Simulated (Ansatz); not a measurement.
# Ag (Silver, Fm-3m): a volume series of phonon spectra

Which modes of Ag (Silver) drive its thermal expansion?

Program: Ansatz 0.2.0. Level of theory: DFT PBEsol, scalar-relativistic, plane waves, PAW; PAW set soft_1. Results are calculated unless marked as measured.

The experiments to compare with:

For Ag, fcc (commercial spherical silver powder), “Electronic Percolation Threshold of Self-Standing Ag-LaCoO3 Porous Electrodes for Practical Applications” (2019, pmc:6696329) gives, by powder XRD: lattice constant a 0.4084 nm [commercial powder; ICSD card cited beside the value; Ag in the composites gives …].

Most raw output is cut from this account.

## Step 1: The structure

Symmetry: Fm-3m, No. 225, cubic system. The conventional cell has a = 4.085 Å, b = 4.085 Å, c = 4.085 Å, α = 90.00°, β = 90.00°, γ = 90.00°. Ag has 12 Ag at 2.89 Å nearest.

## Step 2: Probe on a coarse mesh

A cheap single point shows whether the cell is a metal or an insulator and how far it is from rest; that sets the k-mesh and the occupations of what follows.

File input.yaml:

```yaml
crystal:
  lattice:
    - [0.0, 2.04275, 2.04275]
    - [2.04275, 0.0, 2.04275]
    - [2.04275, 2.04275, 0.0]
  atoms:
    - { symbol: Ag, position: [0.0, 0.0, 0.0] }
kpoints:
  mp_grid: { grid: [8, 8, 8] }
hamiltonian:
  xc: pbesol
  pseudopotentials: { kind: paw, azcp: { folder: soft_1 }, xc_functional: pbe }
scf:
  occupations: { method: gaussian, width: 0.1 }
  lower_state_search: "off"
output:
  forces: true
  stress: true
  eigenvalues: true
```

On the command line:

```
$ ansatz run input.yaml --threads 8 --pin off --max-ram 16384MiB --backend cpu --events-out ev --progress --plain --runs-dir out
```

It took 0.84 s on 8 threads of Arm Neoverse V1, shared host; peak memory 0.26 GiB.

Numbers from this step:

```
pressure          : -1.972 GPa
volume per atom   : 17.05 Å³/atom
gap on the k-mesh : 0 eV
```

The start is under -2.0 GPa at this level and looks like a metal on this mesh.

## Step 3: Finding the static equilibrium

Phonons are second derivatives about a minimum, so cell and atoms are relaxed first, inside the symmetry of the start.

input.yaml: that of step 2 with these lines changed.

```diff
@@ -8,3 +8,3 @@
 kpoints:
-  mp_grid: { grid: [8, 8, 8] }
+  mp_grid: { grid: [18, 18, 18] }
 hamiltonian:
@@ -19 +19,6 @@
   eigenvalues: true
+relax:
+  adjacent_minimum: "off"
+  f_tol: 0.005
+  max_steps: 80
+  cell: { stress_tol: 0.05 }
```

It took 2.5 s on 8 threads; peak memory 0.34 GiB; 15 s of CPU time.

Step by step:

```
step  energy less that of the first step (eV)  largest force component (eV/Å)  pressure (GPa)  volume (Å³)
   1                                   0.0000                          0.0000           -2.54        17.05
   2                                  -0.0009                          0.0000            2.49        16.34
   3                                  -0.0033                          0.0000           -0.13        16.68
   4                                  -0.0033                          0.0000            0.00        16.67
  5*                                  -0.0031                          0.0000            0.01        16.67
```

Relaxation steps marked * repeat the geometry before them on a plane-wave basis chosen anew for their cell, so energy and pressure can jump there.

```
conventional cell, symmetrised  before  after  change
                         a (Å)   4.085  4.055  -0.8 %
                         b (Å)   4.085  4.055  -0.8 %
                         c (Å)   4.085  4.055  -0.8 %
              volume (Å³/atom)   17.05  16.67  -2.2 %
```

Final coordinates:

```
Ag
1.0
     0.00000    2.02739    2.02739
     2.02739    0.00000    2.02739
     2.02739    2.02739    0.00000
Ag
1
Direct
  0.00000 0.00000 0.00000
```

Numbers from this step:

* pressure: 0.006823 GPa
* volume per atom: 16.67 Å³/atom

The relaxation ends with a pressure of 0.01 GPa.

## Step 4: Relaxing to small residual forces and stress

The thresholds are tightened for a last relaxation ahead of the phonons, and where mesh or smearing change with them the cell follows.

input.yaml, the sections that differ from step 3:

```yaml
crystal:
  lattice:
    - [0.0, 2.0273904182, 2.0273904182]
    - [2.0273904182, 0.0, 2.0273904182]
    - [2.0273904182, 2.0273904182, 0.0]
  atoms:
    - { symbol: Ag, position: [0.0, 0.0, 0.0] }
kpoints:
  mp_grid: { grid: [20, 20, 20] }
scf:
  occupations: { method: methfessel_paxton, width: 0.2 }
  lower_state_search: "off"
relax:
  adjacent_minimum: "off"
  f_tol: 0.001
  max_steps: 60
  cell: { stress_tol: 0.01 }
# hamiltonian, output: as in step 3
```

It took 1.6 s on 8 threads; peak memory 0.33 GiB.

Little changed from the start: no atom moved by 0.005 Å and no cell edge by 0.1 %.

This step gave:

- pressure: -0.001471 GPa

The residual pressure is -0.0015 GPa, small enough for phonons.

## Step 5: Lattice dynamics at this volume, V/V0 1

Phonons at this volume give one point of F(V, T); meshes stay fixed along the series.

input.yaml, the sections that differ from step 4:

```yaml
output:
  eigenvalues: true
phonons:
  method: dfpt
  qmesh: [4, 4, 4]
  temperatures: { t_max: 1000, t_step: 50 }
  qpath:
    path:
      - [[0.0, 0.0, 0.0], [0.5, 0.0, 0.5], [0.625, 0.25, 0.625]]
      - [[0.375, 0.375, 0.75], [0.0, 0.0, 0.0], [0.5, 0.5, 0.5], [0.5, 0.25, 0.75], [0.5, 0.0, 0.5]]
    npoints: 10
# crystal, kpoints, hamiltonian, scf: as in step 4
# relax: removed
```

The job ended after 95 s (8 threads; peak memory 4 GiB).

This step gave:

```yaml
gamma_frequencies: 0, 0, 0 cm⁻¹ (negative: imaginary)
lowest_frequency_on_the_path: 0 cm⁻¹
zero_point_energy: 0.02141 eV/cell
highest_frequency: 178.2 cm⁻¹
debye_temperature_from_the_second_moment: 224 K
```

No LO-TO term. The phonon branches at the labelled points (cm⁻¹):

```
    point  branch 1  branch 2  branch 3
        Γ         0         0         0
  halfway        83        83       131
        X       118       118       176
  halfway       114       124       172
        U       106       138       160
jump to K       106       138       160
  halfway        59        91       140
        Γ         0         0         0
  halfway        54        54       130
        L        79        79       178
  halfway        93       118       166
        W       114       147       147
  halfway       116       126       168
        X       118       118       176
```

Tetrahedra on 28 28 28, mean over bins of 2 cm⁻¹. Phonon density of states against wavenumber; read off at these points:

```
wavenumber (cm⁻¹)  phonon density of states (1/cm⁻¹/cell)
              1.0                                       0
              7.0                                  7.0e-5
             13.0                                  3.5e-4
             19.0                                  8.2e-4
             25.0                                 0.00141
             31.0                                 0.00216
             37.0                                  0.0031
             43.0                                 0.00429
             51.0                                 0.00623
             57.0                                 0.00816
             63.0                                  0.0106
             69.0                                  0.0141
             75.0                                  0.0194
             81.0                                  0.0294
             87.0                                  0.0309
             93.0                                  0.0321
             99.0                                  0.0331
            105.0                                  0.0337
            111.0                                  0.0342
            117.0                                  0.0233
            123.0                                  0.0204
            129.0                                  0.0191
            137.0                                  0.0164
            143.0                                  0.0131
            149.0                                  0.0106
            155.0                                  0.0320
            161.0                                  0.0447
            163.0                                  0.0478
            167.0                                  0.0305
            173.0                                  0.0146
            179.0                                  2.0e-5
```

Harmonic. Thermo, by row:

```
T (K)  F_vib (meV/atom)  S (J/mol-atom/K)  C_V (J/mol-atom/K)
    0             21.41                 0                   0
   50             20.55             5.642               11.29
  100              14.7             16.64               19.73
  150              3.75             25.23               22.39
  200            -11.11             31.84               23.45
  250            -29.03             37.14               23.97
  300            -49.44             41.53               24.26
  350            -71.96             45.29               24.44
  400             -96.3             48.56               24.56
  450            -122.2             51.46               24.64
  500            -149.6             54.06               24.69
  550            -178.2             56.41               24.74
  600              -208             58.57               24.77
  650            -238.9             60.55                24.8
  700            -270.7             62.39               24.82
  750            -303.5              64.1               24.83
  800            -337.2              65.7               24.84
  850            -371.6             67.21               24.86
  900            -406.8             68.63               24.86
  950            -442.7             69.98               24.87
 1000            -479.3             71.25               24.88
```

Phonopy on the run's constants, 21x21x21 mesh, Gaussian sigma 2.0 cm⁻¹. The modes, Ag by wavenumber; read off at these points:

wavenumber (cm⁻¹), modes, Ag (1/cm⁻¹/cell) and a bar:
```
    -10.0     0.0000 
      0.0     0.0001 
     10.0     0.0003 
     20.0     0.0008 #
     30.0     0.0018 #
     40.0     0.0031 ##
     50.0     0.0061 ####
     60.0     0.0093 ######
     70.0     0.0154 ##########
     80.0     0.0272 ##################
     90.0     0.0315 #####################
    100.0     0.0320 #####################
    106.2     0.0348 #######################
    110.0     0.0324 ######################
    120.0     0.0225 ###############
    130.0     0.0183 ############
    140.0     0.0145 ##########
    150.0     0.0149 ##########
    160.0     0.0422 ############################
    162.4     0.0447 ##############################
    170.0     0.0222 ###############
    180.0     0.0008 #
    190.0     0.0000
```

No mode is imaginary beyond numerical noise at the solved wavevectors.

## Step 6: A cell at another volume, V/V0 1.015

Symmetry fixes every atom, so a single point at the scaled cell gives the energy and pressure of this member.

input.yaml, the sections that differ from step 5:

```yaml
crystal:
  lattice:
    - [0.0, 2.0374771037, 2.0374771037]
    - [2.0374771037, 0.0, 2.0374771037]
    - [2.0374771037, 2.0374771037, 0.0]
  atoms:
    - { symbol: Ag, position: [0.0, 0.0, 0.0] }
output:
  forces: true
  stress: true
  eigenvalues: true
# kpoints, hamiltonian, scf: as in step 5
# phonons: removed
```

Run time: 0.76 s. Hardware: 8 threads; peak memory 0.33 GiB.

Numbers from this step:

- pressure: -1.708 GPa
- volume per atom: 16.92 Å³/atom

The run ends at a pressure of -1.71 GPa.

## Step 7: Phonons, V/V0 1.015

input.yaml, the sections that differ from step 6:

```yaml
output:
  eigenvalues: true
phonons:
  method: dfpt
  qmesh: [4, 4, 4]
  temperatures: { t_max: 1000, t_step: 50 }
  qpath:
    path:
      - [[0.0, 0.0, 0.0], [0.5, 0.0, 0.5], [0.625, 0.25, 0.625]]
      - [[0.375, 0.375, 0.75], [0.0, 0.0, 0.0], [0.5, 0.5, 0.5], [0.5, 0.25, 0.75], [0.5, 0.0, 0.5]]
    npoints: 10
# crystal, kpoints, hamiltonian, scf: as in step 6
```

It took 95 s on 8 threads; peak memory 4 GiB; 11 min of CPU time.

No mode is imaginary beyond numerical noise at the solved wavevectors.

## Step 8: A cell at another volume, V/V0 0.985

The cell differs from the one that the last finished run ended in (a 2.881 → 2.853 Å, b 2.881 → 2.853 Å, c 2.881 → 2.853 Å).

input.yaml, the sections that differ from step 7:

```yaml
crystal:
  lattice:
    - [0.0, 2.0172023547, 2.0172023547]
    - [2.0172023547, 0.0, 2.0172023547]
    - [2.0172023547, 2.0172023547, 0.0]
  atoms:
    - { symbol: Ag, position: [0.0, 0.0, 0.0] }
output:
  forces: true
  stress: true
  eigenvalues: true
# kpoints, hamiltonian, scf: as in step 7
# phonons: removed
```

Wall time 0.75 s (8 threads); peak memory 0.33 GiB; 3.8 s of CPU time.

The run ends at a pressure of 1.88 GPa.

## Step 9: Phonons, V/V0 0.985

input.yaml, the sections that differ from step 8:

```yaml
output:
  eigenvalues: true
phonons:
  method: dfpt
  qmesh: [4, 4, 4]
  temperatures: { t_max: 1000, t_step: 50 }
  qpath:
    path:
      - [[0.0, 0.0, 0.0], [0.5, 0.0, 0.5], [0.625, 0.25, 0.625]]
      - [[0.375, 0.375, 0.75], [0.0, 0.0, 0.0], [0.5, 0.5, 0.5], [0.5, 0.25, 0.75], [0.5, 0.0, 0.5]]
    npoints: 10
# crystal, kpoints, hamiltonian, scf: as in step 8
```

Run time: 94 s. Hardware: 8 threads; peak memory 3.9 GiB.

No LO-TO term. Phonon branches along the path, in cm⁻¹:

```
    point  branch 1  branch 2  branch 3
        Γ         0         0         0
  halfway        86        86       136
        X       122       122       183
  halfway       118       128       179
        U       109       144       166
jump to K       109       144       166
  halfway        61        95       145
        Γ         0         0         0
  halfway        56        56       135
        L        81        81       186
  halfway        96       122       173
        W       118       153       153
  halfway       120       130       175
        X       122       122       183
```

No mode is imaginary beyond numerical noise at the solved wavevectors.

## Step 10: Single point at a scaled cell, V/V0 1.03

input.yaml, the sections that differ from step 9:

```yaml
crystal:
  lattice:
    - [0.0, 2.0474648962, 2.0474648962]
    - [2.0474648962, 0.0, 2.0474648962]
    - [2.0474648962, 2.0474648962, 0.0]
  atoms:
    - { symbol: Ag, position: [0.0, 0.0, 0.0] }
output:
  forces: true
  stress: true
  eigenvalues: true
# kpoints, hamiltonian, scf: as in step 9
# phonons: removed
```

It took 0.74 s on 8 threads; peak memory 0.33 GiB; 3.8 s of CPU time.

The run ends at a pressure of -3.25 GPa.

## Step 11: Phonons, V/V0 1.03

The same q-mesh and k-mesh are kept at every volume, so that much of their error can cancel in the differences.

input.yaml, the sections that differ from step 10:

```yaml
output:
  eigenvalues: true
phonons:
  method: dfpt
  qmesh: [4, 4, 4]
  temperatures: { t_max: 1000, t_step: 50 }
  qpath:
    path:
      - [[0.0, 0.0, 0.0], [0.5, 0.0, 0.5], [0.625, 0.25, 0.625]]
      - [[0.375, 0.375, 0.75], [0.0, 0.0, 0.0], [0.5, 0.5, 0.5], [0.5, 0.25, 0.75], [0.5, 0.0, 0.5]]
    npoints: 10
# crystal, kpoints, hamiltonian, scf: as in step 10
```

It took 96 s on 8 threads; peak memory 4 GiB; 11 min of CPU time.

No mode is imaginary beyond numerical noise at the solved wavevectors.

## Step 12: Single point at a scaled cell, V/V0 0.97

The cell differs from the one that the last finished run ended in (a 2.896 → 2.838 Å, b 2.896 → 2.838 Å, c 2.896 → 2.838 Å).

input.yaml, the sections that differ from step 11:

```yaml
crystal:
  lattice:
    - [0.0, 2.0069103269, 2.0069103269]
    - [2.0069103269, 0.0, 2.0069103269]
    - [2.0069103269, 2.0069103269, 0.0]
  atoms:
    - { symbol: Ag, position: [0.0, 0.0, 0.0] }
output:
  forces: true
  stress: true
  eigenvalues: true
# kpoints, hamiltonian, scf: as in step 11
# phonons: removed
```

Wall time 0.74 s (8 threads); peak memory 0.33 GiB.

The run ends at a pressure of 3.96 GPa.

## Step 13: Phonons, V/V0 0.97

input.yaml, the sections that differ from step 12:

```yaml
output:
  eigenvalues: true
phonons:
  method: dfpt
  qmesh: [4, 4, 4]
  temperatures: { t_max: 1000, t_step: 50 }
  qpath:
    path:
      - [[0.0, 0.0, 0.0], [0.5, 0.0, 0.5], [0.625, 0.25, 0.625]]
      - [[0.375, 0.375, 0.75], [0.0, 0.0, 0.0], [0.5, 0.5, 0.5], [0.5, 0.25, 0.75], [0.5, 0.0, 0.5]]
    npoints: 10
# crystal, kpoints, hamiltonian, scf: as in step 12
```

It took 93 s on 8 threads; peak memory 3.9 GiB; 11 min of CPU time.

No mode is imaginary beyond numerical noise at the solved wavevectors.

## Step 14: A cell at another volume, V/V0 1.05

The cell differs from the one that the last finished run ended in (a 2.838 → 2.914 Å, b 2.838 → 2.914 Å, c 2.838 → 2.914 Å).

input.yaml, the sections that differ from step 13:

```yaml
crystal:
  lattice:
    - [0.0, 2.0606322349, 2.0606322349]
    - [2.0606322349, 0.0, 2.0606322349]
    - [2.0606322349, 2.0606322349, 0.0]
  atoms:
    - { symbol: Ag, position: [0.0, 0.0, 0.0] }
output:
  forces: true
  stress: true
  eigenvalues: true
# kpoints, hamiltonian, scf: as in step 13
# phonons: removed
```

Run time: 0.75 s. Hardware: 8 threads; peak memory 0.33 GiB; 3.9 s of CPU time.

The run ends at a pressure of -5.08 GPa.

## Step 15: Phonons, V/V0 1.05

input.yaml, the sections that differ from step 14:

```yaml
output:
  eigenvalues: true
phonons:
  method: dfpt
  qmesh: [4, 4, 4]
  temperatures: { t_max: 1000, t_step: 50 }
  qpath:
    path:
      - [[0.0, 0.0, 0.0], [0.5, 0.0, 0.5], [0.625, 0.25, 0.625]]
      - [[0.375, 0.375, 0.75], [0.0, 0.0, 0.0], [0.5, 0.5, 0.5], [0.5, 0.25, 0.75], [0.5, 0.0, 0.5]]
    npoints: 10
# crystal, kpoints, hamiltonian, scf: as in step 14
```

The job ended after 96 s (8 threads; peak memory 4 GiB).

No LO-TO term. Phonon branches along the path, in cm⁻¹:

```
    point  branch 1  branch 2  branch 3
        Γ         0         0         0
  halfway        74        74       115
        X       104       104       154
  halfway       102       109       150
        U        94       120       139
jump to K        94       120       139
  halfway        54        80       123
        Γ         0         0         0
  halfway        49        49       113
        L        71        71       155
  halfway        83       103       144
        W       100       128       128
  halfway       102       111       146
        X       104       104       154
```

No mode is imaginary beyond numerical noise at the solved wavevectors.

[end of part 1 of 2]

[Logs are printed without paths, hosts, clocks, repeated set-up lines and the standing remarks that a program may print on its own settings, such as how far it seeks lower states.]

[Hosts, paths, dates, database ids (printed as entryN), source tags and the programs' standing remarks are cut or masked in the printed files.]

[A step with changed settings may run another functional than the one named; its input shows which.]

[Of the runs on displaced cells, only some may be shown.]
